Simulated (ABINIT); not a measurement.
# A GW chain in ABINIT: Ba2TaBiO6 (R-3)

How does a plane-wave GW calculation on Ba2TaBiO6 (R-3) run from the first input to the gap?

Calculated with ABINIT 10.8.3; LDA and many-body steps on it, plane waves.

## (1) The structure

Symmetry: R-3, No. 148, trigonal system. The conventional cell has a = 6.151 Å, b = 6.151 Å, c = 14.869 Å, α = 90.00°, β = 90.00°, γ = 120.00°. Nearest to Ba lie 12 O at 2.76 to 3.40 Å. Ta has 6 O at 2.01 Å nearest. Bi has 6 O at 2.36 Å nearest. O has 1 Ta at 2.01 Å and 1 Bi at 2.36 Å and 4 Ba at 2.76 to 3.40 Å nearest. Farther neighbours and most contacts between anions are not listed.

The cell and positions are those that the Materials Project relaxed with its own functionals (PBE, PBE+U or r2SCAN), kept fixed. Spin-orbit coupling is left out unless a step names it.

## (2) Ground state

This step: ABINIT 10.8.3; DFT, LDA, plane waves, norm-conserving pseudopotentials.

The ground-state density comes first.

File run.abi:

```
acell 3*1.0 Angstrom
rprim 
  3.075626834241 1.775713980676 4.956223105800
  -3.075626834241 1.775713980676 4.956223105800
  0.000000000000 -3.551427961352 4.956223105800
ntypat 4
znucl 56 73 83 8
natom 10
typat 1 1 2 3 4 4 4 4 4 4
xred 
  0.748816000000 0.748816000000 0.748816000000
  0.251184000000 0.251184000000 0.251184000000
  0.500000000000 0.500000000000 0.500000000000
  0.000000000000 0.000000000000 0.000000000000
  0.725510000000 0.218856000000 0.322035000000
  0.218856000000 0.322035000000 0.725510000000
  0.322035000000 0.725510000000 0.218856000000
  0.274490000000 0.781144000000 0.677965000000
  0.677965000000 0.274490000000 0.781144000000
  0.781144000000 0.677965000000 0.274490000000
pp_dirpath "pseudos"
pseudos "Ba.upf, Ta.upf, Bi.upf, O.upf"
ecut 62
ngkpt 4 4 4
nshiftk 1
shiftk 0 0 0
kptopt 1
chksymbreak 0
nband 62
occopt 1
tolvrs 1e-08
nstep 60
prtwf 0
optforces 0
optstress 0
indata_prefix "in"
outdata_prefix "out"
tmpdata_prefix "tmp"
```

Run with:

```sh
> OMP_NUM_THREADS=1 mpirun -n 4 abinit run.abi > log
```

Numbers of over 12 decimals in the logs are rounded to 6 here.

The log of the run:

```text
.Version 10.8.3 of ABINIT. v10.8.2 released Aug 2026.

 Symmetries : space group R-3 (#148); Bravais hR (rhombohedral)
================================================================================
 Values of the parameters that define the memory need of the present run
     intxc =       0    ionmov =       0      iscf =       7    lmnmax =       8
     lnmax =       8     mgfft =      90  mpssoang =       4    mqgrid =    3360
     natom =      10  nloc_mem =       1    nspden =       1   nspinor =       1
    nsppol =       1      nsym =       6    n1xccc =    2501    ntypat =       4
    occopt =       1   xclevel =       1
-    mband =          62        mffmem =           1         mkmem =           4
       mpw =       25614          nfft =      729000          nkpt =          14
================================================================================
  Rough estimation (10% accuracy) of disk space for files :
================================================================================

--------------------------------------------------------------------------------
------------- Echo of variables that govern the present computation ------------
--------------------------------------------------------------------------------
 -outvars: echo values of preprocessed input variables --------
            acell      1.8897261259E+00  1.8897261259E+00  1.8897261259E+00 Bohr

      chksymbreak           0
             ecut      6.20000000E+01 Hartree
-          fftalg         312

              ixc       -1012
              kpt      0.00000000E+00  0.00000000E+00  0.00000000E+00
                       2.50000000E-01  0.00000000E+00  0.00000000E+00
                       5.00000000E-01  0.00000000E+00  0.00000000E+00
                       2.50000000E-01  2.50000000E-01  0.00000000E+00
                       5.00000000E-01  2.50000000E-01  0.00000000E+00
                      -2.50000000E-01  2.50000000E-01  0.00000000E+00
                       2.50000000E-01  5.00000000E-01  0.00000000E+00
                       5.00000000E-01  5.00000000E-01  0.00000000E+00
                       2.50000000E-01  2.50000000E-01  2.50000000E-01
                       5.00000000E-01  2.50000000E-01  2.50000000E-01
                      -2.50000000E-01  2.50000000E-01  2.50000000E-01
[...]
kptrlatt        4    0    0      0    4    0      0    0    4
          kptrlen      4.60887353E+01
P           mkmem           4
            natom          10
            nband          62
            ngfft          90      90      90
             nkpt          14
            nstep          60
             nsym           6
           ntypat           4
              occ      2.000000  2.000000  2.000000  2.000000  2.000000  2.000000
                       2.000000  2.000000  2.000000  2.000000  2.000000  2.000000
                       2.000000  2.000000  2.000000  2.000000  2.000000  2.000000
                       2.000000  2.000000  2.000000  2.000000  2.000000  2.000000
                       2.000000  2.000000  2.000000  2.000000  2.000000  2.000000
                       2.000000  2.000000  2.000000  2.000000  2.000000  2.000000
                       2.000000  2.000000  2.000000  2.000000  2.000000  2.000000
                       2.000000  2.000000  2.000000  2.000000  2.000000  2.000000
                       2.000000  2.000000  2.000000  2.000000  2.000000  0.000000
                       0.000000  0.000000  0.000000  0.000000  0.000000  0.000000
                       0.000000  0.000000
        optforces           0
        optstress           0
            prtwf           0
            rprim      3.0756268342E+00  1.7757139807E+00  4.9562231058E+00
[...]
spgroup         148

           tolvrs      1.00000000E-08

             xred      7.4881600000E-01  7.4881600000E-01  7.4881600000E-01
[...]
znucl       56.00000   73.00000   83.00000    8.00000

================================================================================

 chkinp: Checking input parameters for consistency.

================================================================================
== DATASET  1 ==================================================================
-   mpi_nproc: 4, omp_nthreads: 1 (-1 if OMP is not activated)

--- !DatasetInfo
iteration_state: {dtset: 1, }
dimensions: {natom: 10, nkpt: 14, mband: 62, nsppol: 1, nspinor: 1, nspden: 1, mpw: 25614, }
cutoff_energies: {ecut:  62.0, pawecutdg:  -1.0, }
electrons: {nelect:   1.06000000E+02, charge:   0.00000000E+00, occopt:   1.00000000E+00, tsmear:   1.00000000E-02, }

 Real(R)+Recip(G) space primitive vectors, cartesian coordinates (Bohr,Bohr^-1):
 R(1)=  5.8120924  3.3556131  9.3659043  G(1)=  0.0860275  0.0496680  0.0355901
 R(2)= -5.8120924  3.3556131  9.3659043  G(2)= -0.0860275  0.0496680  0.0355901
 R(3)=  0.0000000 -6.7112262  9.3659043  G(3)=  0.0000000 -0.0993360  0.0355901
 Unit cell volume ucvol=  1.0959869E+03 bohr^3
 Angles (23,13,12)=  6.05865505E+01  6.05865505E+01  6.05865505E+01 degrees

 getcut: wavevector=  0.0000  0.0000  0.0000  ngfft=  90  90  90
         ecut(hartree)=     62.000   => boxcut(ratio)=   2.20368

 getcut : COMMENT -
  Note that boxcut > 2.2 ; recall that boxcut=Gcut(box)/Gcut(sphere) = 2
  is sufficient for exact treatment of convolution.
[...]
--------------------------------------------------------------------------------

_setup2: Arith. and geom. avg. npw (full set) are   25555.234   25555.226

================================================================================

--- !BeginCycle
iteration_state: {dtset: 1, }
solver: {iscf: 7, nstep: 60, nline: 4, wfoptalg: 0, }
tolerances: {tolvrs: 1.00E-08, }

     iter   Etot(hartree)      deltaE(h)  residm     vres2
 ETOT  1  -633.30112189082    -6.333E+02 1.017E-01 1.028E+06
 ETOT  2  -396.99104635533     2.363E+02 1.017E+00 6.693E+06
 ETOT  3  -671.99382353121    -2.750E+02 1.636E+00 6.891E+05
 ETOT  4  -699.80453881594    -2.781E+01 1.509E-01 2.862E+05
 ETOT  5  -700.59596358485    -7.914E-01 4.311E-02 2.817E+05
 ETOT  6  -707.15501008943    -6.559E+00 9.821E-03 1.301E+05
 ETOT  7  -711.27755341729    -4.123E+00 1.246E-02 2.689E+04
 ETOT  8  -712.09201183088    -8.145E-01 1.300E-01 6.692E+03
 ETOT  9  -712.34430745237    -2.523E-01 1.316E-01 1.061E+03
 ETOT 10  -712.31783484540     2.647E-02 4.885E-02 2.507E+03
[...]
ETOT 19  -712.42683456379    -2.973E-07 6.849E-04 5.664E-04
 ETOT 20  -712.42683458610    -2.231E-08 2.864E-04 5.688E-06
 ETOT 21  -712.42683458643    -3.288E-10 2.665E-04 1.929E-07
 ETOT 22  -712.42683458647    -3.536E-11 1.031E-04 2.688E-08
 ETOT 23  -712.42683458649    -2.353E-11 9.678E-05 2.218E-09

 At SCF step   23       vres2   =  2.22E-09 < tolvrs=  1.00E-08 =>converged.

--- !ResultsGS
iteration_state: {dtset: 1, }
comment   : Summary of ground state results
lattice_vectors:
- [  5.8120924,   3.3556131,   9.3659043, ]
- [ -5.8120924,   3.3556131,   9.3659043, ]
- [  0.0000000,  -6.7112262,   9.3659043, ]
lattice_lengths: [  11.52218,   11.52218,   11.52218, ]
lattice_angles: [ 60.587,  60.587,  60.587, ] # degrees, (23, 13, 12)
lattice_volume:   1.0959869E+03
convergence: {deltae: -2.353E-11, res2:  2.218E-09, residm:  9.678E-05, diffor:  0.000E+00, }
etotal    :  -7.12426835E+02
entropy   :   0.00000000E+00
fermie    :   2.38607791E-01
cartesian_stress_tensor: null
pressure_GPa: null
xred      :
- [  7.4882E-01,   7.4882E-01,   7.4882E-01, Ba]
- [  2.5118E-01,   2.5118E-01,   2.5118E-01, Ba]
- [  5.0000E-01,   5.0000E-01,   5.0000E-01, Ta]
- [  0.0000E+00,   0.0000E+00,   0.0000E+00, Bi]
- [  7.2551E-01,   2.1886E-01,   3.2203E-01,  O]
- [  2.1886E-01,   3.2204E-01,   7.2551E-01,  O]
- [  3.2203E-01,   7.2551E-01,   2.1886E-01,  O]
- [  2.7449E-01,   7.8114E-01,   6.7797E-01,  O]
- [  6.7797E-01,   2.7449E-01,   7.8114E-01,  O]
- [  7.8114E-01,   6.7797E-01,   2.7449E-01,  O]
cartesian_forces: null
force_length_stats: {min: null, max: null, mean: null, }

 Integrated electronic density in atomic spheres:
 ------------------------------------------------
 Atom  Sphere_radius  Integrated_density
[...]
================================================================================

 ----iterations are completed or convergence reached----

 Mean square residual over all n,k,spin=   26.534E-08; max=  96.777E-06
 reduced coordinates (array xred) for   10 atoms
[...]
0.218856000000      0.322035000000      0.725510000000
       0.322035000000      0.725510000000      0.218856000000
       0.274490000000      0.781144000000      0.677965000000
       0.677965000000      0.274490000000      0.781144000000
       0.781144000000      0.677965000000      0.274490000000
 rms dE/dt=  0.0000E+00; max dE/dt=  0.0000E+00; dE/dt below (all hartree)
    1       0.000000000000      0.000000000000      0.000000000000
    2       0.000000000000      0.000000000000      0.000000000000
    3       0.000000000000      0.000000000000      0.000000000000
    4       0.000000000000      0.000000000000      0.000000000000
    5       0.000000000000      0.000000000000      0.000000000000
    6       0.000000000000      0.000000000000      0.000000000000
    7       0.000000000000      0.000000000000      0.000000000000
    8       0.000000000000      0.000000000000      0.000000000000
    9       0.000000000000      0.000000000000      0.000000000000
   10       0.000000000000      0.000000000000      0.000000000000

 cartesian coordinates (angstrom) at end:
[...]
6     -0.317340    -1.616129     6.276566
    7     -1.240939     1.082889     6.276566
    8     -1.558279    -0.533240     8.592103
    9      1.240939    -1.082889     8.592103
   10      0.317340     1.616129     8.592103
 length scales=  1.889726125908  1.889726125908  1.889726125908 bohr
              =  1.000000000000  1.000000000000  1.000000000000 angstroms
 prteigrs : about to open file out_EIG
 Fermi (or HOMO) energy (hartree) =   0.23861   Average Vxc (hartree)=  -0.41337
 Eigenvalues (hartree) for nkpt=  14  k points:
 kpt#   1, nband= 62, wtk=  0.01563, kpt=  0.0000  0.0000  0.0000 (reduced coord)
  -5.37875   -3.09880   -3.09837   -3.09837   -2.25986   -1.03126   -1.03082   -1.03082
  -0.72773   -0.72434   -0.57752   -0.57752   -0.57490   -0.57431   -0.57431   -0.48801
  -0.48633   -0.48633   -0.48629   -0.48617   -0.48617   -0.48594   -0.40422   -0.36823
  -0.36823   -0.35997   -0.35997   -0.35756   -0.19252   -0.18922   -0.18922   -0.18027
  -0.17843   -0.17843   -0.13678    0.08994    0.08994    0.09135    0.09135    0.09522
   0.10762    0.10782    0.10782    0.15646    0.16513    0.17101    0.17101    0.18294
   0.18294    0.18568    0.19523    0.19523    0.20975    0.35481    0.36153    0.36341
   0.36341    0.37370    0.37370    0.38560    0.38560    0.41729
 prteigrs : prtvol=0 or 1, do not print more k-points.

--- !EnergyTerms
iteration_state     : {dtset: 1, }
comment             : Components of total free energy in Hartree
kinetic             :  3.52197903733207E+02
hartree             :  2.58220253099610E+02
xc                  : -1.25551354581294E+02
Ewald energy        : -3.86739389870563E+02
psp_core            :  1.59598069574890E+01
local_psp           : -7.12814473807145E+02
non_local_psp       : -1.13699580117797E+02
total_energy        : -7.12426834586492E+02
total_energy_eV     : -1.93861217679347E+04
band_energy         : -5.74231076170037E+01

== END DATASET(S) ==============================================================
================================================================================

 -outvars: echo values of variables after computation  --------
           etotal     -7.1242683459E+02
            nband          62
             nkpt          14
          spgroup         148
 [... the other variables as echoed above ...]

 Calculation completed.
```

It took 18 min on 4 MPI ranks of Arm Neoverse V1, shared host; peak memory 1.4 GiB.

This step gave:

```yaml
total_energy: -19386.1218 eV
gap: 2.549 eV
k_of_the_valence_top: 0.5, 0.5, 0.5
k_of_the_conduction_bottom: 0.5, 0, 0
least_direct_gap: 2.577 eV
```

The gap is indirect, with the least direct gap 0.03 eV higher.

(Part 1 of 3 ends here.)

[Paths, hosts, dates, memory and timing lines, banners, echoed tables and standing remarks are left out of the program output.]

[Logs are printed without paths, hosts, clocks, repeated set-up lines and the standing remarks that a program may print on its own settings, such as how far it seeks lower states.]

[Runs of the session that timed out or met a known fault of the program may be left out.]

[Hosts, paths, dates, database ids (printed as entryN), source tags and the programs' standing remarks are cut or masked in the printed files.]

[G0W0 gaps are taken among the corrected bands and points alone; a level outside them can change the order at an edge.]

[Where Ansatz stands beside ABINIT at settings called matched, ABINIT's density can come from a denser mesh and the files from another edition; pairs whose starting gaps differed by over 0.03 eV were left out, so agreement reads better than it is.]
